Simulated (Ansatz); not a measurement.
**Quasiparticle gap of ReS2 (P-1)**

Wanted: the gap of ReS2 (P-1) with a many-body correction, and the time that it takes.

Method: LDA, then G0W0 on it, plane waves, PAW, in Ansatz 0.2.0.

**What was measured.**

- Gap 1.4 ± 0.07 eV: bulk gap, range of earlier optical and transport experiments; optical spectroscopies and electronic transport; bulk crystal (quoted in “Prevalence of oxygen defects in an in-plane anisotropic transition metal dichalcogenide”, 2020, arxiv:2010.04695).

- Gap 1.47 ± 0.03 eV: onset of direct optical absorption; optical transmission; bulk crystal (single crystal grown by iodine chemical vapour transport) (“Narrow-band anisotropic electronic structure of ReS2”, 2017, arxiv:1703.04725).

- Gap 1.46 eV: band-edge emission peak from CL; cathodoluminescence; film (about 20 nm PLD film on MoS2 template, c plane vertical) (“Growth of epitaxial ReS2 thin film by pulsed laser deposition”, 2018, arxiv:1810.09738).

### Step 1. Starting point

The cell holds 24 atoms: 8 Re and 16 S. Its edges and angles: a = 6.400 Å, b = 6.503 Å, c = 13.267 Å, α = 76.9°, β = 89.4°, γ = 61.1°.

The start is a structure from the Materials Project. Spin-orbit coupling is left out unless a step names it. The default PAW set here is soft_2. Its files were made with PBE.

### Step 2. Relaxing the structure

The structure is relaxed first.

This step: DFT, LDA, plane waves, PAW.

File input.yaml:

```yaml
crystal:
  lattice:
    - [6.3995039791, 0.0, 0.0]
    - [3.1426413637, 5.6935693714, 0.0]
    - [0.1305521424, 3.3696191671, 12.8315308731]
  atoms:
    - { symbol: Re, position: [0.18820557, 0.06572826, 0.24591645] }
    - { symbol: Re, position: [0.31348089, 0.43727747, 0.25336418] }
    - { symbol: Re, position: [0.76208566, 0.03885366, 0.2486674] }
    - { symbol: Re, position: [0.68651911, 0.56272253, 0.74663582] }
    - { symbol: Re, position: [0.81179443, 0.93427174, 0.75408355] }
    - { symbol: Re, position: [0.2603945, 0.53584692, 0.74939054] }
    - { symbol: Re, position: [0.7396055, 0.46415308, 0.25060946] }
    - { symbol: Re, position: [0.23791434, 0.96114634, 0.7513326] }
    - { symbol: S, position: [0.90889907, 0.71047418, 0.15732994] }
    - { symbol: S, position: [0.59948568, 0.78042134, 0.87170112] }
    - { symbol: S, position: [0.36981381, 0.7466061, 0.14445242] }
    - { symbol: S, position: [0.13900322, 0.72891192, 0.88570891] }
    - { symbol: S, position: [0.3593166, 0.76816673, 0.61495772] }
    - { symbol: S, position: [0.13192326, 0.75631768, 0.35485787] }
    - { symbol: S, position: [0.63018619, 0.2533939, 0.85554758] }
    - { symbol: S, position: [0.86807674, 0.24368232, 0.64514213] }
    - { symbol: S, position: [0.1011616, 0.2833301, 0.37104586] }
    - { symbol: S, position: [0.59280758, 0.79250524, 0.34195826] }
    - { symbol: S, position: [0.09110093, 0.28952582, 0.84267006] }
    - { symbol: S, position: [0.40719242, 0.20749476, 0.65804174] }
    - { symbol: S, position: [0.86099678, 0.27108808, 0.11429109] }
    - { symbol: S, position: [0.6406834, 0.23183327, 0.38504228] }
    - { symbol: S, position: [0.40051432, 0.21957866, 0.12829888] }
    - { symbol: S, position: [0.8988384, 0.7166699, 0.62895414] }
kpoints:
  mp_grid: { grid: [4, 4, 2] }
hamiltonian:
  xc: lda
scf:
  occupations: { method: fermi_dirac, width: 0.02 }
relax:
  f_tol: 0.01
  max_steps: 80
  cell: {}
```

On the command line:

```
$ ansatz run input.yaml --threads 32 --pin off --max-ram 82944MiB --backend cuda --events-out ev --progress --plain --runs-dir out --devices 1 --max-vram 78GiB
```

Numbers of over 12 decimals in the logs are rounded to 6 here.

What it wrote:

```text
The last accepted step is kept in <dir> (removed where the run ends without a failure and the disk answers)
GPUs: using 1 of 1 available (devices: 1).
Engine: ansatz 0.2.0, aarch64-unknown-linux-gnu
Pseudopotentials: kind: paw
Pseudopotential: Re, paw, valence charge 15, recommended cutoff 420 eV (normal), Re.paw.azcp
Pseudopotential: S, paw, valence charge 6, recommended cutoff 420 eV (normal), S.paw.azcp
Functional definition: SPW92
  exchange = slater_x
  correlation = pw_c
[...]
Crystal: 24 atoms, lattice volume = 467.530 Å³
Basis set: ecut = 420 eV, 9145 PW (Γ)
Bands: 132, of which v1, the nominal top of the filled ones, is band 108 counted from 1 (107 counted from 0)
Symmetry: 2 space group operations
Space group: P-1 (ITA 2), of the structure as read, at distance tolerance 7.8e-5 Å
k-points: 20 of 32
Non-local potential: Re, projectors of the file, l = 0: 3, l = 1: 2, l = 2: 2, l = 3: 1
Non-local potential: S, projectors of the file, l = 0: 2, l = 1: 2, l = 2: 2
PAW form: soft (Blöchl's): semilocal exchange-correlation on the pseudo side does not see the compensation charge
PAW frozen core: Re, regenerated for the run's functional, and the local potential with it (the file was generated under x = pbe(κ = 0.804, μ = 0.219515), c = pbe(β = 0.066725))
PAW frozen core: S, regenerated for the run's functional, and the local potential with it (the file was generated under x = pbe(κ = 0.804, μ = 0.219515), c = pbe(β = 0.066725))
PAW one-centre angular grid: Re, 590 points (default); XC on 64 Gauss nodes
PAW one-centre angular grid: S, 110 points (default); XC on 64 Gauss nodes
Initial density: superposition of atomic densities (neutral atoms: chi_scale 0, normalization atom), corrected by the library's trained network
Initial wavefunctions: pseudopotential atomic-orbital guess
[...]
Functional: x = slater, c = lda
SCF iter   1: F=—  HF=-98788.985934 eV  |F-HF|=—  |Δ(HF+E_count)|=         —  Δρ=9.10e-3  dr2=4.39e-1  ethr=1.77e-3  ⟨swp⟩=6.8  Hψ=10846  notcnv=0  defer=54
preconditioner: auto → Resta (q_TF=auto, 2.399 Å⁻¹)  ε∞=8.1  [insulator: Δε(μ)=1.244 eV  Ē_g=7.950 eV  σ=0.020 eV  W_gap=1.00  n_scr=112 (ndim 8)  ℏωp=21.2 eV  f_vac=0.080  D(μ)=0.00/eV (n_scr^D=0)  ε∞_Penn≈8.1]
SCF iter   2: F=—  HF=-98788.933340 eV  |F-HF|=—  |Δ(HF+E_count)|=   5.26e-2  Δρ=4.36e-3  dr2=4.35e-2  ethr=2.03e-4  ⟨swp⟩=2.2  Hψ=3505  notcnv=0  defer=344
[...]
SCF iter  10: F=-98788.929707 eV  HF=-98788.929707 eV  |F-HF|=3.13e-8  |Δ(HF+E_count)|=   6.83e-8  Δρ=2.45e-6  dr2=7.40e-8  ethr=4.63e-11  ⟨swp⟩=3.0  Hψ=8577  notcnv=0
SCF 1 converged in 10 iterations: F = -98788.929707 eV  dr2 = 7.40e-8
  greatest PAW one-centre occupation: 0.999 electrons in one spin orbital (limit 2), on the Re atom at site 7 (counted from 0), in its partial waves of l = 0
relax step   1: F+E_penalty+E_count = -98788.92970694 eV  Δ(F+E_penalty+E_count) = +0.000e0 eV  max|allowed force component| = 4.247e-1 eV/Å  Δτ_max = 0.0000 Å  P = -5.678 GPa  Ω = 467.530 Å³  (10 SCF iters, dr2 threshold 1.00e-7 eV, accepted)
[... from here on, the SCF cycles and remarks between the steps are left out ...]
relax step   2: F+E_penalty+E_count = -98788.85911312 eV  Δ(F+E_penalty+E_count) = +7.059e-2 eV  max|allowed force component| = 9.506e-1 eV/Å  Δτ_max = 0.1178 Å  P = +6.007 GPa  Ω = 412.535 Å³  energy of the carried Pulay correction = +1.351e-2 eV  (8 SCF iters, dr2 threshold 2.40e-6 eV, rejected (line search))
relax step   3: F+E_penalty+E_count = -98789.32276166 eV  Δ(F+E_penalty+E_count) = -3.931e-1 eV  max|allowed force component| = 9.216e-2 eV/Å  Δτ_max = 0.0451 Å  P = -1.313 GPa  Ω = 444.090 Å³  energy of the carried Pulay correction = +5.559e-3 eV  (16 SCF iters, accepted)
relax step   4: F+E_penalty+E_count = -98789.38954708 eV  Δ(F+E_penalty+E_count) = -6.679e-2 eV  max|allowed force component| = 6.751e-2 eV/Å  Δτ_max = 0.0467 Å  P = -0.539 GPa  Ω = 432.095 Å³  energy of the carried Pulay correction = +8.516e-3 eV  (8 SCF iters, dr2 threshold 2.40e-6 eV, accepted)
relax step   5: F+E_penalty+E_count = -98789.39885972 eV  Δ(F+E_penalty+E_count) = -9.313e-3 eV  max|allowed force component| = 1.984e-1 eV/Å  Δτ_max = 0.0303 Å  P = -0.067 GPa  Ω = 425.238 Å³  energy of the carried Pulay correction = +1.024e-2 eV  (7 SCF iters, dr2 threshold 1.19e-6 eV, accepted)
relax step   6: F+E_penalty+E_count = -98789.40646122 eV  Δ(F+E_penalty+E_count) = -7.602e-3 eV  max|allowed force component| = 3.437e-2 eV/Å  Δτ_max = 0.0168 Å  P = +0.087 GPa  Ω = 423.068 Å³  energy of the carried Pulay correction = +1.079e-2 eV  (6 SCF iters, dr2 threshold 2.40e-6 eV, accepted)
relax step   7: F+E_penalty+E_count = -98789.40709560 eV  Δ(F+E_penalty+E_count) = -6.344e-4 eV  max|allowed force component| = 4.340e-3 eV/Å  Δτ_max = 0.0045 Å  P = -0.003 GPa  Ω = 424.237 Å³  energy of the carried Pulay correction = +1.050e-2 eV  (8 SCF iters, dr2 threshold 1.47e-7 eV, accepted)
relax step   8: F+E_penalty+E_count = -98789.39826330 eV  Δ(F+E_penalty+E_count) = +8.832e-3 eV  max|allowed force component| = 4.468e-3 eV/Å  Δτ_max = 0.0000 Å  P = -0.009 GPa  Ω = 424.237 Å³  stress off target by 2.63e-2 GPa  SCF on the basis re-selected at this cell (its energy is not comparable with the rows above)  (6 SCF iters)
[...]
Internal energy: -98789.398263 eV  (E = F + TS)
E sigma→0 (E₀):  -98789.398263 eV
Fermi energy:    11.568838 eV
--- Per-component energies (eV) ---
  E_band       = -1779.124952
  E_kinetic    = 6079.904961
  E_local      = -18256.069771  (includes V_loc(G=0)·N_el)
  E_nonlocal   = 906.824863
  E_hartree    = 7310.559031
  E_xc         = -4758.626066
  E_vxc        = -3856.404115  (∫ρ·V_xc dr)
  E_paw        = -76315.736950  (= ΣΔE_a)
  E_vpaw       = -1274.499889  (= ΣTr[D̂ρ^β])
  E_aug_tail   = -0.000570  (compensation charges beyond the density's cutoff)
  E_ewald      = -13761.257532
  E_core_change = 5.003770  (= ΣΔE_core)
  E_smearing   = -0.000000  (= −TS)
  E_closure    = -0.000000  (closes the sum)
  Σ components = -98789.398263   (vs F -98789.398263, Δ=0.00e0)
--- Forces (eV/Å), atoms counted from 1 ---
  atom   1  Re     0.00400001     0.00018317    -0.00074956
  atom   2  Re    -0.00388781     0.00006137     0.00072514
  atom   3  Re    -0.00115909    -0.00446779     0.00079229
  atom   4  Re     0.00388781    -0.00006137    -0.00072514
  atom   5  Re    -0.00400001    -0.00018317     0.00074956
  atom   6  Re    -0.00089490    -0.00442872     0.00091277
  atom   7  Re     0.00089490     0.00442872    -0.00091277
  atom   8  Re     0.00115909     0.00446779    -0.00079229
  atom   9  S     -0.00194853     0.00085182     0.00163205
  atom  10  S     -0.00076416    -0.00144192    -0.00192834
  atom  11  S      0.00118115     0.00220318     0.00054740
  atom  12  S      0.00043384    -0.00136759    -0.00137559
  atom  13  S     -0.00043381     0.00162797     0.00112470
  atom  14  S     -0.00111407    -0.00198735    -0.00075433
  atom  15  S     -0.00118115    -0.00220318    -0.00054740
  atom  16  S      0.00111407     0.00198735     0.00075433
  atom  17  S     -0.00037916    -0.00165199    -0.00143052
  atom  18  S      0.00199609    -0.00037691    -0.00157866
  atom  19  S      0.00194853    -0.00085182    -0.00163205
  atom  20  S     -0.00199609     0.00037691     0.00157866
  atom  21  S     -0.00043384     0.00136759     0.00137559
  atom  22  S      0.00043381    -0.00162797    -0.00112470
  atom  23  S      0.00076416     0.00144192     0.00192834
  atom  24  S      0.00037916     0.00165199     0.00143052
  max |Σ_I F_I| component: 4.34e-19 eV/Å
--- Stress (GPa, compression-positive) ---
        0.005012      -0.004553      -0.001291
       -0.004553      -0.020412      -0.008120
       -0.001291      -0.008120      -0.012887
  P = ⅓ Tr σ = -0.0094 GPa (-0.094 kbar)
--- Band table (eV; the first three rows and the last of 20) ---
[... rows of the band table ...]
--- Relaxed structure (7 steps of the walk, 6 accepted, 1 SCFs on fresh bases) ---
  F+E_penalty+E_count = -98789.39826330 eV   max|allowed force component| = 4.468e-3 eV/Å   (the final SCF, on the basis selected at the relaxed cell)
  cell:  # Å, volume = 424.2367 Å³
    - [6.298954, -0.00646901, -0.00617041]
    - [3.087508, 5.609576, 0.00843176]
    - [0.112722, 3.347489, 12.006255]
  atoms:
    - { symbol: Re, position: [0.187510, 0.065175, 0.245976] }
    - { symbol: Re, position: [0.312464, 0.434739, 0.254012] }
    - { symbol: Re, position: [0.761731, 0.036412, 0.248757] }
    - { symbol: Re, position: [0.687536, 0.565261, 0.745988] }
    - { symbol: Re, position: [0.812490, 0.934825, 0.754024] }
    - { symbol: Re, position: [0.261757, 0.536496, 0.748769] }
    - { symbol: Re, position: [0.738243, 0.463504, 0.251231] }
    - { symbol: Re, position: [0.238269, 0.963588, 0.751243] }
    - { symbol: S, position: [0.906285, 0.712883, 0.152154] }
    - { symbol: S, position: [0.601459, 0.779157, 0.879675] }
    - { symbol: S, position: [0.364040, 0.752749, 0.138584] }
    - { symbol: S, position: [0.144681, 0.721705, 0.894392] }
    - { symbol: S, position: [0.355347, 0.778373, 0.605621] }
    - { symbol: S, position: [0.135934, 0.747165, 0.361407] }
    - { symbol: S, position: [0.635960, 0.247251, 0.861416] }
    - { symbol: S, position: [0.864066, 0.252835, 0.638593] }
    - { symbol: S, position: [0.101424, 0.279080, 0.379659] }
    - { symbol: S, position: [0.593692, 0.787029, 0.347833] }
    - { symbol: S, position: [0.093715, 0.287117, 0.847846] }
    - { symbol: S, position: [0.406308, 0.212971, 0.652167] }
    - { symbol: S, position: [0.855319, 0.278295, 0.105608] }
    - { symbol: S, position: [0.644653, 0.221627, 0.394379] }
    - { symbol: S, position: [0.398541, 0.220843, 0.120325] }
    - { symbol: S, position: [0.898576, 0.720920, 0.620341] }
```

Wall time 8 s (1 × NVIDIA GB200 (shared by 2 runs) with 32 threads of Arm Neoverse V2, shared host); peak memory 1.1 GiB; 91 s of CPU time.

Relaxation path:

```csv
step,energy less that of the first step (eV),largest force component (eV/Å),pressure (GPa),volume (Å³)
1,0.0000,0.4247,-5.68,467.53
2,0.0706,0.9506,6.01,412.54
3,-0.3931,0.0922,-1.31,444.09
4,-0.4598,0.0675,-0.54,432.10
5,-0.4692,0.1984,-0.07,425.24
6,-0.4768,0.0344,0.09,423.07
7,-0.4774,0.0043,0.00,424.24
8,-0.4686,0.0045,-0.01,424.24
```

The log counts 1 steps on a newly chosen plane-wave basis, not all of them marked here; energy and pressure can jump at such steps. Relaxation step 2 was tried and not accepted.

Forces are held to the 2 operations that the run works with; a distortion that breaks them can't arise in this run.

```csv
cell as run,before,after,change
a (Å),6.400,6.299,-1.6 %
b (Å),6.503,6.403,-1.5 %
c (Å),13.267,12.465,-6.0 %
α (°),76.87,76.06,-1.1 %
β (°),89.44,89.55,+0.1 %
γ (°),61.10,61.23,+0.2 %
volume (Å³/atom),19.48,17.68,-9.3 %
```

The atoms that moved most (Å, as changes of fractional coordinates times the final cell):

```csv
atom,dx,dy,dz,length
S22,-0.005,-0.026,0.112,0.115
S13,0.005,0.026,-0.112,0.115
S12,0.014,-0.011,0.104,0.106
S21,-0.014,0.011,-0.104,0.106
S17,-0.010,0.005,0.103,0.104
S24,0.010,-0.005,-0.103,0.104
S10,0.009,0.020,0.096,0.098
S23,-0.009,-0.020,-0.096,0.098
```

The program's warnings for this run: band table not solved further.

[end of part 1 of 3]

[Paths, hosts, dates, memory and timing lines, banners, echoed tables and standing remarks are left out of the program output.]

[Logs are printed without paths, hosts, clocks, repeated set-up lines and the standing remarks that a program may print on its own settings, such as how far it seeks lower states.]

[Runs of the session that timed out or met a known fault of the program may be left out.]

[Cells called generated may have been cut or substituted from an entry of the Crystallography Open Database or the Materials Project.]

[Hosts, paths, dates, database ids (printed as entryN), source tags and the programs' standing remarks are cut or masked in the printed files.]

[Where an RPA ε∞ is given, it is that of the G0W0 mesh and is not shown converged in it. Names of k-points follow the symmetry that the program found, which can be lower than the space group named. Band edges on a path are those of the sampled points; other points can move an edge, and change direct to indirect where valleys lie close.]

[Hybrid gaps are those of their k-mesh and are not shown converged in it.]
